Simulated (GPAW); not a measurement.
### A GW chain in GPAW: InF3 (R-3c)

It takes space group R-3c (No. 167, trigonal). The conventional cell has a = 5.204 Å, b = 5.204 Å, c = 14.723 Å, α = 90.00°, β = 90.00°, γ = 120.00°. Nearest to In lie 6 F at 2.08 Å. F has 2 In at 2.08 Å nearest. Farther neighbours and most contacts between anions are not listed.

```xyz
8
Lattice="2.6021 1.5023 4.9075 -2.6021 1.5023 4.9075 0.0000 -3.0047 4.9075" Properties=species:S:1:pos:R:3 pbc="T T T"
In    0.0000    0.0000    7.3613
In    0.0000    0.0000    0.0000
F    -0.9219    1.4079    6.1344
F     1.6802    0.0945    6.1344
F     0.7583    1.5023    8.5881
F    -1.6802   -0.0945    8.5881
F     0.9219   -1.4079    8.5881
F    -0.7583   -1.5023    6.1344
```

| Property | Result |
| --- | --- |
| method | DFT, LDA, plane waves, PAW (and 1 further level or step) |
| program | GPAW 26.7.0 |
| settings of one run | cutoff 600 eV, GPAW PAW setups 1.2.1 data release, 4×4×4 k-mesh, nbands 539 |
| cost | 3 runs, 14 min in all on 12 MPI ranks of AMD EPYC 7R43, shared host (the runs of this entry) |
| notes | The cell and positions are those that the Materials Project relaxed with its own functionals (PBE, PBE+U or r2SCAN), kept fixed. Limits: no spin-orbit coupling. Bands and cutoff are finite, so the gap is not at the basis limit. The miss can reach some tenths of an eV and take either sign; the mesh is an error of its own. |
| LDA gap | 4.00 eV, indirect (only 35 meV under the direct gap) |
| G0W0 gap on the mesh | 7.43 eV |
| GW settings | 4×4×4 mesh, 245 bands, screening to 96 eV, Godby-Needs plasmon pole |
| known limits | not at the basis limit; no spin-orbit coupling |

G0W0 moves the gap on the mesh from 4.00 eV to 7.43 eV (+3.43 eV), with Z of 0.80 and 0.87 at the edges. Only 2 of the mesh's irreducible points were corrected, so a valley elsewhere could overtake.

[Paths, hosts, dates, memory and timing lines, banners, echoed tables and standing remarks are left out of the program output.]

[Logs are printed without paths, hosts, clocks, repeated set-up lines and the standing remarks that a program may print on its own settings, such as how far it seeks lower states.]

[Runs of the session that timed out or met a known fault of the program may be left out.]

[Hosts, paths, dates, database ids (printed as entryN), source tags and the programs' standing remarks are cut or masked in the printed files.]
